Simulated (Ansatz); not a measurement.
## CdH2S2: complex band structure

Wanted: the relaxed cell of CdH2S2, its band edges and its decay constants. It is built by putting S for O in the CdH2O2 structure of space group C2, with the volume rescaled by atomic radii. The parent structure comes from the Materials Project.

Method: PBE DFT, plane waves, PAW files, in the first sound run; inputs show where later runs differ, in Ansatz 0.2.0.

The structure was built from a prototype and need not be the compound's stable phase.

## Step 1: Starting point

It takes space group C2 (No. 5, monoclinic). The conventional cell has a = 7.019 Å, b = 3.982 Å, c = 5.407 Å, α = 90.00°, β = 95.12°, γ = 90.00°. Nearest to Cd lie 6 S at 2.60 to 2.69 Å. Nearest to H lie 1 S at 1.11 Å. S has 2 H at 1.11 to 2.49 Å and 3 Cd at 2.60 to 2.69 Å nearest. It derives from CdH2O2. S for O in the CdH2O2 structure of space group C2. Farther neighbours and most contacts between anions are not listed.

## Step 2: Relaxing the new crystal

The substituted atoms don't fit the parent's cell, so cell and atoms relax together. A small smearing keeps the run stable in case the gap closes on the way.

input.yaml reads:

```yaml
crystal:
  lattice:
    - [3.5094849056, -1.9908013609, 0.0]
    - [3.5094849056, 1.9908013609, 0.0]
    - [-0.4822710448, 0.0, 5.3855816769]
  atoms:
    - { symbol: Cd, position: [0.022822, 0.977178, 0.0] }
    - { symbol: H, position: [0.410896, 0.174075, 0.56952] }
    - { symbol: H, position: [0.825925, 0.589104, 0.43048] }
    - { symbol: S, position: [0.334855, 0.278358, 0.764051] }
    - { symbol: S, position: [0.721642, 0.665145, 0.235949] }
kpoints:
  mp_grid: { grid: [6, 6, 4] }
scf:
  occupations: { method: gaussian, width: 0.03 }
hamiltonian:
  xc: pbe
output:
  forces: true
  stress: true
relax:
  f_tol: 0.02
  max_steps: 60
  cell: {}
```

Started as:

```console
> ansatz run input.yaml --threads 2 --pin off --max-ram 4096MiB --backend cpu --events-out ev --progress --plain --runs-dir out
```

Numbers of over 12 decimals in the logs are rounded to 6 here.

The program printed:

```text
Engine: ansatz 0.2.0, aarch64-unknown-linux-gnu
Pseudopotentials: kind: paw
Pseudopotential: Cd, paw, valence charge 20, recommended cutoff 420 eV (normal), Cd.paw.azcp
Pseudopotential: H, paw, valence charge 1, recommended cutoff 420 eV (normal), H.paw.azcp
Pseudopotential: S, paw, valence charge 6, recommended cutoff 420 eV (normal), S.paw.azcp
Functional definition: PBE
  parameter kappa = 0.804
  parameter beta = 0.066725
  exchange = pbe_x(kappa = kappa, mu = beta*pi^2/3)
  correlation = pbe_c(beta = beta)
Crystal: 5 atoms, lattice volume = 75.255 Å³
Basis set: ecut = 420 eV, 1477 PW (Γ), exchange–correlation on 54×54×80 points (8 copies of the dense FFT grid, shifted against one another)
Bands: 22, of which v1, the nominal top of the filled ones, is band 17 counted from 1 (16 counted from 0)
Symmetry: 2 space group operations
Space group: C2 (ITA 5), of the structure as read, at distance tolerance 4.2e-5 Å
k-points: 47 of 144 (time reversal used)
Non-local potential: Cd, projectors of the file, l = 0: 3, l = 1: 2, l = 2: 2, l = 3: 1
Non-local potential: H, projectors of the file, l = 0: 2, l = 1: 1
Non-local potential: S, projectors of the file, l = 0: 2, l = 1: 2, l = 2: 2
PAW form: soft (Blöchl's): semilocal exchange-correlation on the pseudo side does not see the compensation charge
PAW one-centre angular grid: Cd, 590 points (default); XC on 64 Gauss nodes
PAW one-centre angular grid: H, 110 points (default); XC on 64 Gauss nodes
PAW one-centre angular grid: S, 110 points (default); XC on 64 Gauss nodes
Initial density: superposition of atomic densities (neutral atoms: chi_scale 0, normalization atom), corrected by the library's trained network
Initial wavefunctions: pseudopotential atomic-orbital guess
Functional: x = pbe(κ = 0.804, μ = 0.219515), c = pbe(β = 0.066725)
SCF iter   1: F=—  HF=-10088.984130 eV  |F-HF|=—  |Δ(HF+E_count)|=         —  Δρ=2.45e-3  dr2=2.42e-3  ethr=1.77e-3  ⟨swp⟩=6.3  Hψ=5579  notcnv=0
preconditioner: auto → Resta (q_TF=auto, 2.390 Å⁻¹)  ε∞=4.1  [insulator: Δε(μ)=2.825 eV  Ē_g=12.383 eV  σ=0.030 eV  W_gap=1.00  n_scr=22 (ndim 8)  ℏωp=21.8 eV  f_vac=0.065  D(μ)=0.00/eV (n_scr^D=0)  ε∞_Penn≈4.1]
SCF iter   2: F=—  HF=-10088.979253 eV  |F-HF|=—  |Δ(HF+E_count)|=   4.88e-3  Δρ=1.21e-3  dr2=5.28e-4  ethr=7.13e-6  ⟨swp⟩=2.2  Hψ=1953  notcnv=0  defer=10
SCF iter   3: F=—  HF=-10088.978809 eV  |F-HF|=—  |Δ(HF+E_count)|=   4.44e-4  Δρ=2.82e-4  dr2=4.35e-5  ethr=1.55e-6  ⟨swp⟩=2.0  Hψ=1666  notcnv=0  defer=10
SCF iter   4: F=—  HF=-10088.978828 eV  |F-HF|=—  |Δ(HF+E_count)|=   1.85e-5  Δρ=6.94e-5  dr2=3.58e-6  ethr=1.28e-7  ⟨swp⟩=2.1  Hψ=1513  notcnv=0  defer=10
SCF iter   5: F=—  HF=-10088.978834 eV  |F-HF|=—  |Δ(HF+E_count)|=   6.35e-6  Δρ=1.68e-5  dr2=3.19e-7  ethr=1.05e-8  ⟨swp⟩=2.0  Hψ=1596  notcnv=0  defer=10
SCF iter   6: F=-10088.978835 eV  HF=-10088.978835 eV  |F-HF|=1.46e-8  |Δ(HF+E_count)|=   3.23e-7  Δρ=9.18e-6  dr2=6.45e-8  ethr=2.94e-10  ⟨swp⟩=5.0  Hψ=3649  notcnv=0
SCF 1 converged in 6 iterations: F = -10088.978835 eV  dr2 = 6.45e-8
  greatest PAW one-centre occupation: 1.000 electrons in one spin orbital (limit 2), on the Cd atom at site 0 (counted from 0), in its partial waves of l = 0
relax step   1: F+E_penalty+E_count = -10088.97883453 eV  Δ(F+E_penalty+E_count) = +0.000e0 eV  max|allowed force component| = 1.120e1 eV/Å  Δτ_max = 0.0000 Å  P = +25.214 GPa  Ω = 75.255 Å³  (6 SCF iters, dr2 threshold 1.00e-7 eV, accepted)
Crystal: 5 atoms, lattice volume = 84.194 Å³
Basis set: ecut = 420 eV, 1615 PW (Γ), exchange–correlation on 54×54×80 points (8 copies of the dense FFT grid, shifted against one another)
Initial density: handed on by an earlier stage of this run
Initial wavefunctions: those handed on with the density
iter 1 solved again at ethr=8.83e-4 eV; its pass at ethr=3.10e-3 eV (dr2=3.00e-1 eV) is discarded
SCF iter   1: F=—  HF=-10091.245477 eV  |F-HF|=—  |Δ(HF+E_count)|=         —  Δρ=2.16e-2  dr2=3.01e-1  ethr=8.83e-4  ⟨swp⟩=1.0  Hψ=6686  notcnv=0
preconditioner: auto → Resta (q_TF=auto, 2.346 Å⁻¹)  ε∞=4.1  [insulator: Δε(μ)=2.181 eV  Ē_g=11.787 eV  σ=0.030 eV  W_gap=1.00  n_scr=22 (ndim 8)  ℏωp=20.6 eV  f_vac=0.115  D(μ)=0.00/eV (n_scr^D=0)  ε∞_Penn≈4.1]
SCF iter   2: F=—  HF=-10091.162879 eV  |F-HF|=—  |Δ(HF+E_count)|=   8.26e-2  Δρ=1.02e-2  dr2=5.96e-2  ethr=8.83e-4  ⟨swp⟩=2.7  Hψ=1742  notcnv=0
SCF iter   3: F=—  HF=-10091.144451 eV  |F-HF|=—  |Δ(HF+E_count)|=   1.84e-2  Δρ=1.33e-3  dr2=2.18e-3  ethr=1.75e-4  ⟨swp⟩=2.2  Hψ=1969  notcnv=0  defer=15
SCF iter   4: F=—  HF=-10091.144705 eV  |F-HF|=—  |Δ(HF+E_count)|=   2.55e-4  Δρ=3.29e-4  dr2=1.67e-4  ethr=6.40e-6  ⟨swp⟩=2.6  Hψ=1923  notcnv=0  defer=23
SCF iter   5: F=—  HF=-10091.144918 eV  |F-HF|=—  |Δ(HF+E_count)|=   2.12e-4  Δρ=2.16e-4  dr2=2.87e-5  ethr=4.92e-7  ⟨swp⟩=2.0  Hψ=1631  notcnv=0  defer=23
SCF iter   6: F=—  HF=-10091.144927 eV  |F-HF|=—  |Δ(HF+E_count)|=   9.10e-6  Δρ=4.30e-5  dr2=1.50e-6  ethr=8.43e-8  ⟨swp⟩=2.0  Hψ=1751  notcnv=0  defer=23
SCF iter   7: F=-10091.144932 eV  HF=-10091.144932 eV  |F-HF|=3.40e-7  |Δ(HF+E_count)|=   5.29e-6  Δρ=1.03e-5  dr2=1.36e-7  ethr=1.47e-9  ⟨swp⟩=5.0  Hψ=3590  notcnv=0
SCF 2 converged in 7 iterations: F = -10091.144932 eV  dr2 = 1.36e-7
relax step   2: F+E_penalty+E_count = -10091.14493248 eV  Δ(F+E_penalty+E_count) = -2.166e0 eV  max|allowed force component| = 3.837e0 eV/Å  Δτ_max = 0.0711 Å  P = +8.116 GPa  Ω = 84.194 Å³  energy of the carried Pulay correction = -5.972e-3 eV  (7 SCF iters, dr2 threshold 5.00e-7 eV, accepted)
Crystal: 5 atoms, lattice volume = 91.287 Å³
Basis set: ecut = 420 eV, 1771 PW (Γ), exchange–correlation on 54×54×80 points (8 copies of the dense FFT grid, shifted against one another)
iter 1 solved again at ethr=8.70e-4 eV; its pass at ethr=3.10e-3 eV (dr2=2.96e-1 eV) is discarded
SCF iter   1: F=—  HF=-10091.651819 eV  |F-HF|=—  |Δ(HF+E_count)|=         —  Δρ=2.22e-2  dr2=2.97e-1  ethr=8.70e-4  ⟨swp⟩=1.0  Hψ=6671  notcnv=0
preconditioner: auto → Resta (q_TF=auto, 2.314 Å⁻¹)  ε∞=4.1  [insulator: Δε(μ)=1.661 eV  Ē_g=11.222 eV  σ=0.030 eV  W_gap=1.00  n_scr=22 (ndim 8)  ℏωp=19.8 eV  f_vac=0.120  D(μ)=0.00/eV (n_scr^D=0)  ε∞_Penn≈4.1]
SCF iter   2: F=—  HF=-10091.595383 eV  |F-HF|=—  |Δ(HF+E_count)|=   5.64e-2  Δρ=1.16e-2  dr2=7.30e-2  ethr=8.70e-4  ⟨swp⟩=2.3  Hψ=1406  notcnv=0
SCF iter   3: F=—  HF=-10091.585289 eV  |F-HF|=—  |Δ(HF+E_count)|=   1.01e-2  Δρ=1.24e-3  dr2=1.69e-3  ethr=2.15e-4  ⟨swp⟩=2.1  Hψ=1819  notcnv=0  defer=3
SCF iter   4: F=—  HF=-10091.585730 eV  |F-HF|=—  |Δ(HF+E_count)|=   4.40e-4  Δρ=3.59e-4  dr2=1.32e-4  ethr=4.96e-6  ⟨swp⟩=2.8  Hψ=2109  notcnv=0  defer=10
[...]
relax step   5: F+E_penalty+E_count = -10091.62889288 eV  Δ(F+E_penalty+E_count) = -1.047e-2 eV  max|allowed force component| = 2.910e-1 eV/Å  Δτ_max = 0.0411 Å  P = -0.255 GPa  Ω = 90.723 Å³  energy of the carried Pulay correction = -9.929e-3 eV  (6 SCF iters, dr2 threshold 5.00e-7 eV, accepted)
relax step   6: F+E_penalty+E_count = -10091.63931944 eV  Δ(F+E_penalty+E_count) = -1.043e-2 eV  max|allowed force component| = 5.672e-2 eV/Å  Δτ_max = 0.0939 Å  P = +0.122 GPa  Ω = 92.920 Å³  energy of the carried Pulay correction = -1.119e-2 eV  (6 SCF iters, dr2 threshold 5.00e-7 eV, accepted)
relax step   7: F+E_penalty+E_count = -10091.64022592 eV  Δ(F+E_penalty+E_count) = -9.065e-4 eV  max|allowed force component| = 1.672e-2 eV/Å  Δτ_max = 0.0108 Å  P = -0.002 GPa  Ω = 93.117 Å³  energy of the carried Pulay correction = -1.130e-2 eV  (4 SCF iters, dr2 threshold 3.74e-7 eV, accepted)
relax step   8: F+E_penalty+E_count = -10091.64267011 eV  Δ(F+E_penalty+E_count) = -2.444e-3 eV  max|allowed force component| = 1.857e-2 eV/Å  Δτ_max = 0.0532 Å  P = +0.071 GPa  Ω = 92.626 Å³  energy of the carried Pulay correction = -1.103e-2 eV  (6 SCF iters, dr2 threshold 1.17e-7 eV, accepted)
relax step   9: F+E_penalty+E_count = -10091.64310759 eV  Δ(F+E_penalty+E_count) = -4.375e-4 eV  max|allowed force component| = 3.935e-2 eV/Å  Δτ_max = 0.0617 Å  P = -0.063 GPa  Ω = 92.870 Å³  energy of the carried Pulay correction = -1.116e-2 eV  (6 SCF iters, dr2 threshold 8.57e-8 eV, accepted)
relax step  10: F+E_penalty+E_count = -10091.64339220 eV  Δ(F+E_penalty+E_count) = -2.846e-4 eV  max|allowed force component| = 9.756e-3 eV/Å  Δτ_max = 0.0149 Å  P = +0.006 GPa  Ω = 92.873 Å³  energy of the carried Pulay correction = -1.117e-2 eV  (4 SCF iters, dr2 threshold 2.04e-7 eV, accepted)
relax step  11: F+E_penalty+E_count = -10091.64353866 eV  Δ(F+E_penalty+E_count) = -1.465e-4 eV  max|allowed force component| = 4.631e-3 eV/Å  Δτ_max = 0.0091 Å  P = -0.005 GPa  Ω = 92.781 Å³  energy of the carried Pulay correction = -1.111e-2 eV  (6 SCF iters, dr2 threshold 6.96e-9 eV, accepted)
relax step  12: F+E_penalty+E_count = -10091.65784087 eV  Δ(F+E_penalty+E_count) = -1.430e-2 eV  max|allowed force component| = 1.307e-2 eV/Å  Δτ_max = 0.0000 Å  P = +0.119 GPa  Ω = 92.781 Å³  stress off target by 2.43e-1 GPa  SCF on the basis re-selected at this cell (its energy is not comparable with the rows above)  (7 SCF iters)
relax step  13: F+E_penalty+E_count = -10091.65856004 eV  Δ(F+E_penalty+E_count) = -7.192e-4 eV  max|allowed force component| = 8.033e-3 eV/Å  Δτ_max = 0.0193 Å  P = +0.085 GPa  Ω = 93.223 Å³  energy of the carried Pulay correction = -1.595e-4 eV  (5 SCF iters, dr2 threshold 1.48e-7 eV, accepted)
relax step  14: F+E_penalty+E_count = -10091.65848425 eV  Δ(F+E_penalty+E_count) = +7.579e-5 eV  max|allowed force component| = 2.688e-2 eV/Å  Δτ_max = 0.0450 Å  P = +0.266 GPa  Ω = 94.304 Å³  energy of the carried Pulay correction = -5.504e-4 eV  (6 SCF iters, dr2 threshold 6.72e-8 eV, accepted)
relax step  15: F+E_penalty+E_count = -10091.65850967 eV  Δ(F+E_penalty+E_count) = -2.542e-5 eV  max|allowed force component| = 2.082e-2 eV/Å  Δτ_max = 0.0138 Å  P = -0.143 GPa  Ω = 95.612 Å³  energy of the carried Pulay correction = -1.069e-3 eV  (5 SCF iters, dr2 threshold 3.95e-7 eV, accepted)
relax step  16: F+E_penalty+E_count = -10091.65886534 eV  Δ(F+E_penalty+E_count) = -3.557e-4 eV  max|allowed force component| = 1.291e-2 eV/Å  Δτ_max = 0.0055 Å  P = +0.010 GPa  Ω = 95.106 Å³  energy of the carried Pulay correction = -8.553e-4 eV  (5 SCF iters, dr2 threshold 6.75e-8 eV, accepted)
relax step  17: F+E_penalty+E_count = -10091.65890468 eV  Δ(F+E_penalty+E_count) = -3.934e-5 eV  max|allowed force component| = 2.607e-3 eV/Å  Δτ_max = 0.0048 Å  P = +0.010 GPa  Ω = 95.032 Å³  energy of the carried Pulay correction = -8.330e-4 eV  (8 SCF iters, accepted)
iter 1 solved again at ethr=2.30e-7 eV; its pass at ethr=3.10e-3 eV (dr2=7.82e-5 eV) is discarded
SCF iter   1: F=—  HF=-10091.659438 eV  |F-HF|=—  |Δ(HF+E_count)|=         —  Δρ=9.81e-5  dr2=6.54e-7  ethr=2.30e-7  ⟨swp⟩=3.3  Hψ=7948  notcnv=0
preconditioner: auto → Resta (q_TF=auto, 2.299 Å⁻¹)  ε∞=3.9  [insulator: Δε(μ)=1.858 eV  Ē_g=11.315 eV  σ=0.030 eV  W_gap=1.00  n_scr=22 (ndim 8)  ℏωp=19.4 eV  f_vac=0.134  D(μ)=0.00/eV (n_scr^D=0)  ε∞_Penn≈3.9]
SCF iter   2: F=—  HF=-10091.659675 eV  |F-HF|=—  |Δ(HF+E_count)|=   2.37e-4  Δρ=4.94e-5  dr2=1.67e-7  ethr=1.92e-9  ⟨swp⟩=2.1  Hψ=1642  notcnv=0
SCF iter   3: F=—  HF=-10091.659734 eV  |F-HF|=—  |Δ(HF+E_count)|=   5.99e-5  Δρ=7.85e-6  dr2=6.72e-9  ethr=4.91e-10  ⟨swp⟩=2.0  Hψ=1635  notcnv=0
SCF iter   4: F=—  HF=-10091.659736 eV  |F-HF|=—  |Δ(HF+E_count)|=   1.11e-6  Δρ=7.14e-7  dr2=1.85e-10  ethr=1.98e-11  ⟨swp⟩=2.0  Hψ=1786  notcnv=0
SCF iter   5: F=-10091.659736 eV  HF=-10091.659736 eV  |F-HF|=0.00e0  |Δ(HF+E_count)|=  7.59e-10  Δρ=9.83e-8  dr2=1.55e-11  ethr=1.00e-12  ⟨swp⟩=5.0  Hψ=3648  notcnv=0
SCF 18 converged in 5 iterations: F = -10091.659736 eV  dr2 = 1.55e-11
relax step  18: F+E_penalty+E_count = -10091.65973559 eV  Δ(F+E_penalty+E_count) = -8.309e-4 eV  max|allowed force component| = 2.743e-3 eV/Å  Δτ_max = 0.0000 Å  P = +0.008 GPa  Ω = 95.032 Å³  stress off target by 2.35e-2 GPa  SCF on the basis re-selected at this cell (its energy is not comparable with the rows above)  (5 SCF iters)
basis re-selected at this cell: Δ(F+E_penalty+E_count) = -8.309e-4 eV, ΔP = -0.002 GPa vs the last step (what re-selecting the basis moved, of the pressure what is left beyond the Pulay correction that the steps carried, after the strain that the cell walked since its last selection, with what the two solves' SCF thresholds leave and, on support functions, any second-order correction that the steps lacked; it is no m [...]
SCF converged after 5 iterations
Free energy (F): -10091.659736 eV
Harris-Foulkes:  -10091.659736 eV  (|F-HF|=0.00e0)
Internal energy: -10091.659736 eV  (E = F + TS)
E sigma→0 (E₀):  -10091.659736 eV
Fermi energy:    4.609561 eV
--- Per-component energies (eV) ---
  E_band       = -605.045891
  E_kinetic    = 743.486084
  E_local      = -5240.908855  (includes V_loc(G=0)·N_el)
  E_nonlocal   = 94.861349
  E_hartree    = 2384.051566
  E_xc         = -387.225615
  E_vxc        = -417.310580  (∫ρ·V_xc dr)
  E_paw        = -5286.201083  (= ΣΔE_a)
  E_vpaw       = -553.274826  (= ΣTr[D̂ρ^β])
  E_aug_tail   = -0.002358  (compensation charges beyond the density's cutoff)
  E_ewald      = -2399.720824
  E_smearing   = -0.000000  (= −TS)
  E_closure    = -0.000000  (closes the sum)
  Σ components = -10091.659736   (vs F -10091.659736, Δ=0.00e0)
--- Forces (eV/Å), atoms counted from 1 ---
  atom   1  Cd     0.00000000     0.00006878    -0.00000000
  atom   2  H     -0.00048207     0.00015181    -0.00089726
  atom   3  H      0.00048207     0.00015181     0.00089726
  atom   4  S      0.00115001    -0.00018626    -0.00274298
  atom   5  S     -0.00115001    -0.00018626     0.00274298
  max |Σ_I F_I| component: 1.34e-7 eV/Å
--- Stress (GPa, compression-positive) ---
        0.005440       0.000000       0.008829
        0.000000       0.000592      -0.000000
        0.008829      -0.000000       0.019202
  P = ⅓ Tr σ = 0.0084 GPa (0.084 kbar)
--- Relaxed structure (16 steps of the walk, 16 accepted, 2 SCFs on fresh bases) ---
  F+E_penalty+E_count = -10091.65973559 eV   max|allowed force component| = 2.743e-3 eV/Å   (the final SCF, on the basis selected at the relaxed cell)
  cell:  # Å, volume = 95.0316 Å³
    - [3.656232, -2.102792, 0.147391]
    - [3.656232, 2.102792, 0.147391]
    - [-0.276254, 0.0, 6.169142]
  atoms:
    - { symbol: Cd, position: [0.063135, 0.936865, 3.469446951953614e-18] }
    - { symbol: H, position: [0.396947, 0.270282, 0.576871] }
    - { symbol: H, position: [0.729718, 0.603053, 0.423129] }
    - { symbol: S, position: [0.395824, 0.269484, 0.796414] }
    - { symbol: S, position: [0.730516, 0.604176, 0.203586] }
```

Run time: 1.7 min. Hardware: 2 threads of Arm Neoverse N1, shared host; peak memory 0.44 GiB.

Step by step:

```csv
step,energy less that of the first step (eV),largest force component (eV/Å),pressure (GPa),volume (Å³)
1,0.0000,11.1967,25.21,75.25
2,-2.1661,3.8367,8.12,84.19
3,-2.6070,0.6984,-1.31,91.29
4,-2.6396,0.3747,-0.36,89.83
5,-2.6501,0.2910,-0.25,90.72
6,-2.6605,0.0567,0.12,92.92
7,-2.6614,0.0167,0.00,93.12
8,-2.6638,0.0186,0.07,92.63
9,-2.6643,0.0393,-0.06,92.87
10,-2.6646,0.0098,0.01,92.87
11,-2.6647,0.0046,0.00,92.78
12*,-2.6790,0.0131,0.12,92.78
13,-2.6797,0.0080,0.08,93.22
14,-2.6796,0.0269,0.27,94.30
15,-2.6797,0.0208,-0.14,95.61
16,-2.6800,0.0129,0.01,95.11
17,-2.6801,0.0026,0.01,95.03
18*,-2.6809,0.0027,0.01,95.03
```

Relaxation steps marked * repeat the geometry before them on a plane-wave basis chosen anew for their cell, so energy and pressure can jump there.

Forces are held to the 2 operations that the run works with; a distortion that breaks them can't arise in this run.

| cell as run | before | after | change |
| --- | --- | --- | --- |
| a (Å) | 4.035 | 4.220 | +4.6 % |
| b (Å) | 4.035 | 4.220 | +4.6 % |
| c (Å) | 5.407 | 6.175 | +14.2 % |
| α (°) | 94.45 | 90.22 | -4.5 % |
| β (°) | 94.45 | 90.22 | -4.5 % |
| γ (°) | 59.13 | 59.77 | +1.1 % |
| volume (Å³/atom) | 15.05 | 19.01 | +26.3 % |

The atoms that moved most (Å, as changes of fractional coordinates times the final cell):

| atom | dx | dy | dz | length |
| --- | --- | --- | --- | --- |
| H3 | -0.299 | 0.232 | -0.057 | 0.382 |
| H2 | 0.299 | 0.232 | 0.057 | 0.382 |
| S4 | 0.182 | -0.147 | 0.207 | 0.312 |
| S5 | -0.182 | -0.147 | -0.207 | 0.312 |
| Cd1 | 0.000 | -0.170 | 0.000 | 0.170 |

The relaxed structure:

```xyz
5
Lattice="3.6562 -2.1028 0.1474 3.6562 2.1028 0.1474 -0.2763 0.0000 6.1691" Properties=species:S:1:pos:R:3 pbc="T T T"
Cd    3.6562    1.8373    0.1474
H     2.2802   -0.2664    3.6571
H     4.7560   -0.2664    2.8068
S     2.2125   -0.2657    5.0112
S     4.8237   -0.2657    1.4527
```

This step gave:

| Item | Value |
| --- | --- |
| free energy | -10091.6597 eV |
| Fermi energy | 4.610 eV |
| pressure | 0.008411 GPa |

The largest force component on a free atom ends at 0.0027 eV/Å.

## Step 3: Band edges

The energy window and the wavevectors of the next steps follow from the band edges, so these are searched first, off the mesh as well.

input.yaml reads:

```yaml
crystal:
  lattice:
    - [3.6562316896, -2.1027922042, 0.1473906407]
    - [3.6562316896, 2.1027922042, 0.1473906407]
    - [-0.2762543134, 0.0, 6.1691420072]
  atoms:
    - { symbol: Cd, position: [0.0631347772, 0.9368652228, 0.0] }
    - { symbol: H, position: [0.3969469966, 0.2702820394, 0.5768709363] }
    - { symbol: H, position: [0.7297179606, 0.6030530034, 0.4231290637] }
    - { symbol: S, position: [0.3958242443, 0.2694839787, 0.7964137522] }
    - { symbol: S, position: [0.7305160213, 0.6041757557, 0.2035862478] }
kpoints:
  mp_grid: { grid: [8, 8, 4] }
  band_path: { path: [VBM, CBM], npoints: 30 }
scf:
  occupations: { method: fixed }
hamiltonian:
  xc: pbe
output:
  eigenvalues: true
  write_potential: true
  write_density: true
  volumetric_format: npy
```

The program printed:

```text
[...]
Crystal: 5 atoms, lattice volume = 95.032 Å³
Basis set: ecut = 420 eV, 1847 PW (Γ)
Bands: 22, of which v1, the nominal top of the filled ones, is band 17 counted from 1 (16 counted from 0)
Symmetry: 2 space group operations
[...]
k-points: 78 of 256 (time reversal used)
[...]
SCF iter   1: F=—  HF=-10091.660051 eV  |F-HF|=—  |Δ(HF+E_count)|=         —  Δρ=1.30e-3  dr2=1.01e-3  ethr=1.77e-3  ⟨swp⟩=4.8  Hψ=6931  notcnv=0  defer=221
[...]
SCF iter   6: F=-10091.660391 eV  HF=-10091.660391 eV  |F-HF|=4.18e-8  |Δ(HF+E_count)|=   2.98e-7  Δρ=7.67e-6  dr2=5.77e-8  ethr=2.94e-10  ⟨swp⟩=8.2  Hψ=7419  notcnv=0
SCF 1 converged in 6 iterations: F = -10091.660391 eV  dr2 = 5.77e-8
[...]
NSCF: frozen V_eff on 68 k-points
[...]
SCF converged after 6 iterations
Free energy (F): -10091.660391 eV
[...]
Internal energy: -10091.660391 eV  (E = F + TS)
E sigma→0 (E₀):  -10091.660391 eV
Fermi energy:    3.680068 eV
[...]
--- Band table (eV; the first three rows and the last of 78) ---
  k-point 0: bands = [... 13 lower, 3.0073, 3.0141, 3.2511, 3.2607, 5.5385, 6.9703, 9.5921, 10.3754, ... 1 higher]
  k-point 1: bands = [... 13 lower, 2.9684, 2.9716, 3.3012, 3.3142, 6.0242, 7.1721, 9.3972, 10.1359, ... 1 higher]
  k-point 2: bands = [... 13 lower, 2.9387, 2.9396, 3.3420, 3.3574, 6.7107, 7.3650, 9.0398, 9.1794, ... 1 higher]
  k-point 77: bands = [... 13 lower, 1.0549, 1.7541, 1.8530, 3.4560, 6.9743, 8.1475, 9.0972, 9.4927, ... 1 higher]
```

Run time: 49 s. Hardware: 2 threads; peak memory 0.39 GiB; 97 s of CPU time.

This step gave:

* free energy: -10091.6604 eV
* Fermi energy: 3.680 eV
* gap on the k-mesh: 1.858 eV
* gap on path: 1.858 eV, by band count; negative where bands overlap
* direct gap on path: 2.278 eV
* edge places on path: 0, 0.8586 1/A along the path

The electronic bands at the labelled points (eV, zero at the Fermi level (highest filled level under fixed occupations); v1 is the highest filled band, c1 the lowest empty one):

```
  point     v4     v3     v2     v1    c1    c2    c3    c4
    VBM  -3.01  -2.12  -1.95   0.00  3.26  4.66  5.80  6.60
halfway  -2.49  -1.45  -1.24  -0.08  3.48  4.18  5.05  7.00
    CBM  -0.67  -0.67  -0.43  -0.42  1.86  3.29  5.91  6.70
```

The searched edges give 1.86 eV, as on the mesh.

[end of part 1 of 3]

[Logs are printed without paths, hosts, clocks, repeated set-up lines and the standing remarks that a program may print on its own settings, such as how far it seeks lower states.]

[Hosts, paths, dates, database ids (printed as entryN), source tags and the programs' standing remarks are cut or masked in the printed files.]
